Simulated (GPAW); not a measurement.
# A 7-layer slab of Li(110) in an electric field

Wanted: the out-of-plane polarisability of a 7-layer slab of Li(110).

Method: GPAW, PAW setups; slab in vacuum, relaxation, in the first sound run; inputs show where later runs differ, in GPAW 26.7.0.

## 1. The starting structure

The cell holds 7 atoms: 7 Li. Cell: a = 3.022 Å, b = 3.022 Å, c = 30.807 Å, α = 90.0°, β = 90.0°, γ = 70.5°. Vacuum lies along c.

Structure file:

```
Li
1.0
     2.46780   -1.74500    0.00000
     2.46780    1.74500    0.00000
     0.00000    0.00000   30.80682
Li
7
Direct
  0.00000 0.00000 0.25968
  0.50000 0.50000 0.33979
  0.00000 0.00000 0.41989
  0.50000 0.50000 0.50000
  0.00000 0.00000 0.58011
  0.50000 0.50000 0.66021
  0.00000 0.00000 0.74032
```

## 2. Relaxing the atoms

Forces are removed first; all later runs use this geometry. The lowest 3 atoms are held at bulk positions and keep their forces.

File run.py:

```python
import json
import numpy as np
from ase import Atoms
from ase.constraints import FixAtoms
from ase.optimize import BFGS
from gpaw import GPAW, PW

slab = Atoms(
    ['Li', 'Li', 'Li', 'Li', 'Li', 'Li', 'Li'],
    positions=[
        [0.00000, 0.00000, 8.00000],
        [2.46780, 0.00000, 10.46780],
        [0.00000, 0.00000, 12.93561],
        [2.46780, 0.00000, 15.40341],
        [0.00000, 0.00000, 17.87121],
        [2.46780, 0.00000, 20.33901],
        [0.00000, 0.00000, 22.80682]],
    cell=[[2.4678, -1.745, 0.0], [2.4678, 1.745, 0.0], [0.0, 0.0, 30.80682]],
    pbc=[True, True, False])

slab.calc = GPAW(mode=PW(400), xc='PBE', kpts={'size': (11, 11, 1), 'gamma': True},
                 occupations={'name': 'fermi-dirac', 'width': 0.1}, nbands='300%',
                 convergence={'density': 1e-05}, maxiter=200,
                 poissonsolver={'dipolelayer': 'xy'},
                 symmetry={'tolerance': 1e-3, 'extra_ids': [1, 1, 1, 0, 0, 0, 0]}, txt='slab.txt')
result = {}
slab.set_constraint(FixAtoms([0, 1, 2]))
path = []
opt = BFGS(slab, maxstep=0.2)
opt.attach(lambda: path.append((slab.get_potential_energy(), slab.positions.tolist(), slab.get_forces().tolist())))
result['relaxed'] = bool(opt.run(fmax=0.03, steps=40))
result['path'] = path
energy = slab.get_potential_energy()
fermi = slab.calc.get_fermi_level()
v = slab.calc.get_electrostatic_potential().mean((0, 1)) - fermi
n = slab.calc.get_pseudo_density().mean((0, 1))
L = slab.cell[2, 2]
z = np.arange(len(v)) * L / len(v)
low, high = slab.positions[:, 2].min(), slab.positions[:, 2].max()
below, above = np.interp([low - 5.8, high + 5.8], z, v)
slopes = [np.interp(x, z, np.gradient(v, z)) for x in (low - 5.8, high + 5.8)]
eps = np.array([[slab.calc.get_eigenvalues(k, s) for k in range(len(slab.calc.get_ibz_k_points()))]
                for s in range(slab.calc.get_number_of_spins())]) - fermi
top, bottom = eps[eps < 0].max(), eps[eps > 0].min()
dipole = slab.get_dipole_moment()[2]
print(f'energy {energy:.4f} eV, Fermi level {fermi:.4f} eV, dipole {dipole:.5f} e A')
print(f'potential 5.8 A off the faces, from the Fermi level: lower {below:.4f} eV, upper {above:.4f} eV')
print(f'slope of the potential there: lower {slopes[0]:.5f}, upper {slopes[1]:.5f} eV/A')
print(f'nearest levels on the mesh: {top:.4f} and {bottom:.4f} eV')
print('magnetic moment', round(slab.get_magnetic_moment(), 3))
result.update(energy=energy, fermi=fermi, dipole=dipole, below=below, above=above, slopes=slopes, edges=[top, bottom],
              z=z.tolist(), v=v.tolist(), n=n.tolist(), positions=slab.positions.tolist(),
              forces=slab.get_forces(apply_constraint=False).tolist(), moments=slab.get_magnetic_moments().tolist())
json.dump(result, open('result.json', 'w'))
```

Run with:

```
OMP_NUM_THREADS=1 OPENBLAS_NUM_THREADS=1 python run.py
```

The program printed:

```text
Step          Energy          fmax
BFGS:    0      -12.840047        0.104863
BFGS:    1      -12.840278        0.103483
BFGS:    2      -12.846175        0.052951
BFGS:    3      -12.846343        0.033727
BFGS:    4      -12.846384        0.033355
BFGS:    5      -12.847839        0.026898
energy -12.7948 eV, Fermi level -1.1854 eV, dipole 0.00274 e A
potential 5.8 A off the faces, from the Fermi level: lower 3.2396 eV, upper 3.1854 eV
slope of the potential there: lower -0.00046, upper 0.00046 eV/A
nearest levels on the mesh: -0.0078 and 0.0127 eV
magnetic moment 0.0
```

Wall time 3 min (1 thread of Intel Xeon Platinum 8488C (Sapphire Rapids), shared host); peak memory 0.22 GiB.

Step by step:

| step | energy less that of the first step (eV) | largest force (eV/Å) |
| --- | --- | --- |
| 1 | 0.0000 | 0.1049 |
| 2 | -0.0002 | 0.1035 |
| 3 | -0.0070 | 0.0530 |
| 4 | -0.0070 | 0.0337 |
| 5 | -0.0071 | 0.0334 |
| 6 | -0.0086 | 0.0269 |

The atoms that moved most (Å):

| atom | dx | dy | dz | length |
| --- | --- | --- | --- | --- |
| Li7 | 0.000 | 0.000 | -0.123 | 0.123 |
| Li5 | 0.000 | 0.000 | 0.045 | 0.045 |
| Li6 | 0.000 | 0.000 | 0.022 | 0.022 |
| Li4 | 0.000 | 0.000 | 0.008 | 0.008 |

This step gave:

```
dipole along the normal                    : 0.002744 e·Å
levels nearest the Fermi level on the mesh : -0.007783, 0.01273 eV from the Fermi level
upper work function                        : 3.185 eV
lower work function                        : 3.240 eV
```

The electrostatic potential energy of an electron (without an applied field's), less the Fermi level, planar mean oscillates, so the rows of the table below give means over windows of 2.46 Å about each position, cut where the curve ends. Its maxima inside the range that stand out by 2 % of the span (Å: eV): 9.2: 1.87, 11.7: 1.85, 14.2: 1.86, 16.7: 1.93, 19.1: 1.81, 21.5: 1.57. Its minima: 8.0: -3.34, 10.5: -3.09, 12.9: -3.07, 15.4: -3.07, 17.9: -3.04, 20.3: -3.01, 22.7: -3.30.

The electrostatic potential energy of an electron (without an applied field's), less the Fermi level, planar mean by z; means over each step:

| z (Å) | electrostatic potential energy of an electron (without an applied field's), less the Fermi level, planar mean (eV) |
| --- | --- |
| 1.23 | 3.24 |
| 3.69 | 3.23 |
| 6.15 | 2.32 |
| 8.61 | -0.393 |
| 11.07 | -0.252 |
| 13.53 | -0.234 |
| 15.99 | -0.205 |
| 18.45 | -0.272 |
| 20.91 | -0.390 |
| 23.37 | -0.144 |
| 25.83 | 3.10 |
| 28.29 | 3.18 |

The pseudo valence density, planar mean oscillates, so the rows of the table below give means over windows of 1 Å about each position, cut where the curve ends. Its maxima inside the range that stand out by 2 % of the span (Å: e/Å³): 7.5: 0.0412, 8.6: 0.0562, 11.1: 0.0521, 14.8: 0.0516, 17.3: 0.0511, 19.7: 0.0525, 22.0: 0.0594, 23.1: 0.0428. Its minima: 7.9: 0.0330, 10.5: 0.0303, 12.8: 0.0325, 15.4: 0.0302, 18.0: 0.0310, 20.3: 0.0320, 22.7: 0.0343.

The pseudo valence density, planar mean by z; means over each step:

z (Å), pseudo valence density, planar mean (e/Å³) and a bar:
```
        2     0.0000 
        3     0.0000 
        4     0.0002 
        5     0.0013 #
        6     0.0074 ####
        7     0.0265 ##############
        8     0.0415 ######################
        9     0.0532 #############################
       10     0.0449 ########################
       11     0.0469 #########################
       12     0.0509 ###########################
       13     0.0412 ######################
       14     0.0509 ###########################
       15     0.0445 ########################
       16     0.0468 #########################
       17     0.0500 ###########################
       18     0.0412 ######################
       19     0.0515 ############################
       20     0.0448 ########################
       21     0.0513 ############################
       22     0.0558 ##############################
       23     0.0382 #####################
       24     0.0184 ##########
       25     0.0043 ##
       26     0.0007 
       27     0.0001 
       28     0.0000 
       29     0.0000
```

The relaxation lowered the energy of the cell by 0.00859 eV (energies extrapolated to zero smearing; the optimiser's log prints free energies). The largest force left on a free atom is 0.027 eV/Å.

## 3. Plane waves, PBE

The work function is the vacuum plateau of the electrostatic potential less the Fermi level; a dipole layer lets the two faces have plateaus of their own.

This step: GPAW, PAW setups; slab in vacuum (GPAW 26.7.0).

Changes to run.py since step 2:

```diff
@@ -3,4 +3,2 @@
 from ase import Atoms
-from ase.constraints import FixAtoms
-from ase.optimize import BFGS
 from gpaw import GPAW, PW
@@ -11,8 +9,8 @@
         [0.00000, 0.00000, 8.00000],
-        [2.46780, 0.00000, 10.46780],
+        [2.46780, -0.00000, 10.46780],
         [0.00000, 0.00000, 12.93561],
-        [2.46780, 0.00000, 15.40341],
-        [0.00000, 0.00000, 17.87121],
-        [2.46780, 0.00000, 20.33901],
-        [0.00000, 0.00000, 22.80682]],
+        [2.46780, -0.00000, 15.41175],
+        [-0.00000, 0.00000, 17.91644],
+        [2.46780, -0.00000, 20.36136],
+        [-0.00000, 0.00000, 22.68387]],
     cell=[[2.4678, -1.745, 0.0], [2.4678, 1.745, 0.0], [0.0, 0.0, 30.80682]],
@@ -24,10 +22,4 @@
                  poissonsolver={'dipolelayer': 'xy'},
-                 symmetry={'tolerance': 1e-3, 'extra_ids': [1, 1, 1, 0, 0, 0, 0]}, txt='slab.txt')
+                 symmetry={'tolerance': 1e-3}, txt='slab.txt')
 result = {}
-slab.set_constraint(FixAtoms([0, 1, 2]))
-path = []
-opt = BFGS(slab, maxstep=0.2)
-opt.attach(lambda: path.append((slab.get_potential_energy(), slab.positions.tolist(), slab.get_forces().tolist())))
-result['relaxed'] = bool(opt.run(fmax=0.03, steps=40))
-result['path'] = path
 energy = slab.get_potential_energy()
```

The program printed:

```text
energy -12.7948 eV, Fermi level -1.1854 eV, dipole 0.00274 e A
potential 5.8 A off the faces, from the Fermi level: lower 3.2396 eV, upper 3.1855 eV
slope of the potential there: lower -0.00046, upper 0.00046 eV/A
nearest levels on the mesh: -0.0078 and 0.0127 eV
magnetic moment 0.0
```

Run time: 34 s. Hardware: 1 thread; peak memory 0.22 GiB.

The electrostatic potential energy of an electron (without an applied field's), less the Fermi level, planar mean oscillates, so the rows of the table below give means over windows of 2.46 Å about each position, cut where the curve ends. Its maxima inside the range that stand out by 2 % of the span (Å: eV): 9.2: 1.87, 11.7: 1.85, 14.2: 1.86, 16.7: 1.93, 19.1: 1.81, 21.5: 1.57. Its minima: 8.0: -3.34, 10.5: -3.09, 12.9: -3.07, 15.4: -3.07, 17.9: -3.04, 20.3: -3.01, 22.7: -3.30.

Table of electrostatic potential energy of an electron (without an applied field's), less the Fermi level, planar mean by z; means over each step:

(Unchanged from step 2.)

The pseudo valence density, planar mean oscillates, so the rows of the table below give means over windows of 1 Å about each position, cut where the curve ends. Its maxima inside the range that stand out by 2 % of the span (Å: e/Å³): 7.5: 0.0412, 8.6: 0.0562, 11.1: 0.0521, 14.8: 0.0516, 17.3: 0.0511, 19.7: 0.0525, 22.0: 0.0594, 23.1: 0.0428. Its minima: 7.9: 0.0330, 10.5: 0.0303, 12.8: 0.0325, 15.4: 0.0302, 18.0: 0.0310, 20.3: 0.0320, 22.7: 0.0343.

The pseudo valence density, planar mean by z; means over each step:

z (Å), pseudo valence density, planar mean (e/Å³) and a bar:
```
        2     0.0000 
        3     0.0000 
        4     0.0002 
        5     0.0013 #
        6     0.0074 ####
        7     0.0265 ##############
        8     0.0415 ######################
        9     0.0532 #############################
       10     0.0449 ########################
       11     0.0469 #########################
       12     0.0509 ###########################
       13     0.0412 ######################
       14     0.0509 ###########################
       15     0.0445 ########################
       16     0.0468 #########################
       17     0.0500 ###########################
       18     0.0412 ######################
       19     0.0515 ############################
       20     0.0448 ########################
       21     0.0513 ############################
       22     0.0558 ##############################
       23     0.0382 #####################
       24     0.0184 ##########
       25     0.0043 ##
       26     0.0007 
       27     0.0001 
       28     0.0000 
       29     0.0000
```

Force by atom:

| atom | x (eV/Å) | y (eV/Å) | z (eV/Å) | size |
| --- | --- | --- | --- | --- |
| Li1 | 0.000 | 0.000 | 0.105 | 0.105 |
| Li2 | 0.000 | 0.000 | -0.073 | 0.073 |
| Li3 | 0.000 | 0.000 | -0.005 | 0.005 |
| Li4 | 0.000 | 0.000 | 0.017 | 0.017 |
| Li5 | 0.000 | 0.000 | -0.027 | 0.027 |
| Li6 | 0.000 | 0.000 | -0.008 | 0.008 |
| Li7 | 0.000 | 0.000 | -0.009 | 0.009 |

The potential is flat to 4.6e-4 eV/Å where it is read, so the vacuum is wide enough.

## 4. Field on

A uniform field along the normal polarises the slab; the atoms stay fixed, so this is the electronic response alone.

Changes to run.py since step 3:

```diff
@@ -4,2 +4,3 @@
 from gpaw import GPAW, PW
+from gpaw.external import ConstantElectricField
 
@@ -22,2 +23,3 @@
                  poissonsolver={'dipolelayer': 'xy'},
+                 external=ConstantElectricField(-0.2, [0, 0, 1]),
                  symmetry={'tolerance': 1e-3}, txt='slab.txt')
```

The program printed:

```text
energy -12.8124 eV, Fermi level -1.1851 eV, dipole -0.17891 e A
potential 5.8 A off the faces, from the Fermi level: lower 1.3334 eV, upper 5.0919 eV
slope of the potential there: lower -0.00025, upper 0.00096 eV/A
nearest levels on the mesh: -0.0080 and 0.0127 eV
magnetic moment 0.0
```

Run time: 47 s. Hardware: 1 thread; peak memory 0.3 GiB.

Numbers from this step:

* dipole along the normal: -0.1789 e·Å
* levels nearest the Fermi level on the mesh: -0.008000, 0.01273 eV from the Fermi level
* potential below the slab, the applied field's own ramp left out: 1.333 eV from the Fermi level
* potential above the slab, the applied field's own ramp left out: 5.092 eV from the Fermi level

The electrostatic potential energy of an electron (without an applied field's), less the Fermi level, planar mean oscillates, so the rows of the table below give means over windows of 2.46 Å about each position, cut where the curve ends. Its maxima inside the range that stand out by 2 % of the span (Å: eV): 9.2: 0.632, 11.8: 1.11, 14.2: 1.63, 16.7: 2.18, 19.1: 2.56, 21.5: 2.79, 30.3: 5.09. Its minima: 8.0: -4.82, 10.5: -4.08, 12.9: -3.57, 15.4: -3.07, 17.9: -2.55, 20.3: -2.02, 22.7: -1.83.

Electrostatic potential energy of an electron (without an applied field's), less the Fermi level, planar mean against z; means over each step:

| z (Å) | electrostatic potential energy of an electron (without an applied field's), less the Fermi level, planar mean (eV) |
| --- | --- |
| 1.23 | 1.48 |
| 3.69 | 1.33 |
| 6.15 | 0.506 |
| 8.61 | -1.76 |
| 11.07 | -1.12 |
| 13.53 | -0.608 |
| 15.99 | -0.0884 |
| 18.45 | 0.336 |
| 20.91 | 0.712 |
| 23.37 | 1.46 |
| 25.83 | 4.98 |
| 28.29 | 5.09 |

Force by atom:

| atom | x (eV/Å) | y (eV/Å) | z (eV/Å) | size |
| --- | --- | --- | --- | --- |
| Li1 | 0.000 | 0.000 | 0.108 | 0.108 |
| Li2 | 0.000 | 0.000 | -0.076 | 0.076 |
| Li3 | 0.000 | 0.000 | -0.005 | 0.005 |
| Li4 | 0.000 | 0.000 | 0.018 | 0.018 |
| Li5 | 0.000 | 0.000 | -0.027 | 0.027 |
| Li6 | 0.000 | 0.000 | -0.012 | 0.012 |
| Li7 | 0.000 | 0.000 | -0.005 | 0.005 |

The dipole is now -0.179 e Å, against 0.0027 in the run without a field.

## 5. In a field

Changes to run.py since step 4:

```diff
@@ -23,3 +23,3 @@
                  poissonsolver={'dipolelayer': 'xy'},
-                 external=ConstantElectricField(-0.2, [0, 0, 1]),
+                 external=ConstantElectricField(-0.1, [0, 0, 1]),
                  symmetry={'tolerance': 1e-3}, txt='slab.txt')
```

The program printed:

```text
energy -12.7991 eV, Fermi level -1.1838 eV, dipole -0.08812 e A
potential 5.8 A off the faces, from the Fermi level: lower 2.2832 eV, upper 4.1343 eV
slope of the potential there: lower -0.00033, upper 0.00065 eV/A
nearest levels on the mesh: -0.0080 and 0.0127 eV
magnetic moment 0.0
```

The job ended after 45 s (1 thread; peak memory 0.29 GiB).

This step gave:

| Quantity | Value |
| --- | --- |
| dipole along the normal | -0.08812 e·Å |
| levels nearest the Fermi level on the mesh | -0.007952, 0.01267 eV from the Fermi level |
| potential below the slab, the applied field's own ramp left out | 2.283 eV from the Fermi level |
| potential above the slab, the applied field's own ramp left out | 4.134 eV from the Fermi level |

The electrostatic potential energy of an electron (without an applied field's), less the Fermi level, planar mean oscillates, so the rows of the table below give means over windows of 2.46 Å about each position, cut where the curve ends. Its maxima inside the range that stand out by 2 % of the span (Å: eV): 9.2: 1.25, 11.7: 1.48, 14.2: 1.75, 16.7: 2.05, 19.1: 2.18, 21.5: 2.18, 30.4: 4.13. Its minima: 8.0: -4.08, 10.5: -3.58, 12.9: -3.32, 15.4: -3.07, 17.9: -2.80, 20.3: -2.52, 22.7: -2.56.

Table of electrostatic potential energy of an electron (without an applied field's), less the Fermi level, planar mean by z; means over each step:

z (Å), electrostatic potential energy of an electron (without an applied field's), less the Fermi level, planar mean (eV) and a bar from the least value:
```
     1.23       2.35 ####################
     3.69       2.28 ###################
     6.15       1.41 ##############
     8.61      -1.07 
    11.07      -0.69 ##
    13.53      -0.42 ####
    15.99      -0.15 #####
    18.45       0.03 ######
    20.91       0.16 #######
    23.37       0.66 ##########
    25.83       4.04 #############################
    28.29       4.13 ##############################
```

Force by atom:

| atom | x (eV/Å) | y (eV/Å) | z (eV/Å) | size |
| --- | --- | --- | --- | --- |
| Li1 | 0.000 | 0.000 | 0.107 | 0.107 |
| Li2 | 0.000 | 0.000 | -0.075 | 0.075 |
| Li3 | 0.000 | 0.000 | -0.005 | 0.005 |
| Li4 | 0.000 | 0.000 | 0.017 | 0.017 |
| Li5 | 0.000 | 0.000 | -0.027 | 0.027 |
| Li6 | 0.000 | 0.000 | -0.010 | 0.010 |
| Li7 | 0.000 | 0.000 | -0.008 | 0.008 |

The dipole is now -0.0881 e Å, against 0.0027 in the run without a field.

## 6. In a field

Changes to run.py since step 5:

```diff
@@ -23,3 +23,3 @@
                  poissonsolver={'dipolelayer': 'xy'},
-                 external=ConstantElectricField(-0.1, [0, 0, 1]),
+                 external=ConstantElectricField(-0.05, [0, 0, 1]),
                  symmetry={'tolerance': 1e-3}, txt='slab.txt')
```

The program printed:

```text
energy -12.7958 eV, Fermi level -1.1842 eV, dipole -0.04276 e A
potential 5.8 A off the faces, from the Fermi level: lower 2.7605 eV, upper 3.6589 eV
slope of the potential there: lower -0.00039, upper 0.00054 eV/A
nearest levels on the mesh: -0.0079 and 0.0127 eV
magnetic moment 0.0
```

Wall time 60 s (1 thread); peak memory 0.3 GiB.

The electrostatic potential energy of an electron (without an applied field's), less the Fermi level, planar mean oscillates, so the rows of the table below give means over windows of 2.46 Å about each position, cut where the curve ends. Its maxima inside the range that stand out by 2 % of the span (Å: eV): 9.2: 1.56, 11.7: 1.66, 14.2: 1.80, 16.7: 1.99, 19.1: 2.00, 21.5: 1.87, 30.4: 3.66. Its minima: 8.0: -3.71, 10.5: -3.34, 12.9: -3.20, 15.4: -3.07, 17.9: -2.92, 20.3: -2.76, 22.7: -2.93.

The electrostatic potential energy of an electron (without an applied field's), less the Fermi level, planar mean by z; means over each step:

| z (Å) | electrostatic potential energy of an electron (without an applied field's), less the Fermi level, planar mean (eV) |
| --- | --- |
| 1.23 | 2.79 |
| 3.69 | 2.75 |
| 6.15 | 1.86 |
| 8.61 | -0.734 |
| 11.07 | -0.468 |
| 13.53 | -0.328 |
| 15.99 | -0.176 |
| 18.45 | -0.120 |
| 20.91 | -0.114 |
| 23.37 | 0.257 |
| 25.83 | 3.57 |
| 28.29 | 3.66 |

## 7. In a field

Changes to run.py since step 6:

```diff
@@ -23,3 +23,3 @@
                  poissonsolver={'dipolelayer': 'xy'},
-                 external=ConstantElectricField(-0.05, [0, 0, 1]),
+                 external=ConstantElectricField(0.05, [0, 0, 1]),
                  symmetry={'tolerance': 1e-3}, txt='slab.txt')
```

The program printed:

```text
energy -12.7960 eV, Fermi level -1.1872 eV, dipole 0.04792 e A
potential 5.8 A off the faces, from the Fermi level: lower 3.7206 eV, upper 2.7138 eV
slope of the potential there: lower -0.00055, upper 0.00039 eV/A
nearest levels on the mesh: -0.0076 and 0.0128 eV
magnetic moment 0.0
```

Run time: 47 s. Hardware: 1 thread; peak memory 0.3 GiB.

The electrostatic potential energy of an electron (without an applied field's), less the Fermi level, planar mean oscillates, so the rows of the table below give means over windows of 2.46 Å about each position, cut where the curve ends. Its maxima inside the range that stand out by 2 % of the span (Å: eV): 0.7: 3.72, 9.2: 2.18, 11.7: 2.04, 14.1: 1.93, 16.7: 1.86, 19.1: 1.62, 21.5: 1.26. Its minima: 8.0: -2.97, 10.5: -2.84, 12.9: -2.95, 15.4: -3.07, 18.0: -3.17, 20.3: -3.26, 22.7: -3.66.

The electrostatic potential energy of an electron (without an applied field's), less the Fermi level, planar mean by z; means over each step:

| z (Å) | electrostatic potential energy of an electron (without an applied field's), less the Fermi level, planar mean (eV) |
| --- | --- |
| 1.23 | 3.68 |
| 3.69 | 3.71 |
| 6.15 | 2.77 |
| 8.61 | -0.0523 |
| 11.07 | -0.0348 |
| 13.53 | -0.140 |
| 15.99 | -0.234 |
| 18.45 | -0.424 |
| 20.91 | -0.665 |
| 23.37 | -0.546 |
| 25.83 | 2.63 |
| 28.29 | 2.71 |

(Part 1 of 2 ends here.)

[Logs are printed without paths, hosts, clocks, repeated set-up lines and the standing remarks that a program may print on its own settings, such as how far it seeks lower states.]

[Hosts, paths, dates, database ids (printed as entryN), source tags and the programs' standing remarks are cut or masked in the printed files.]
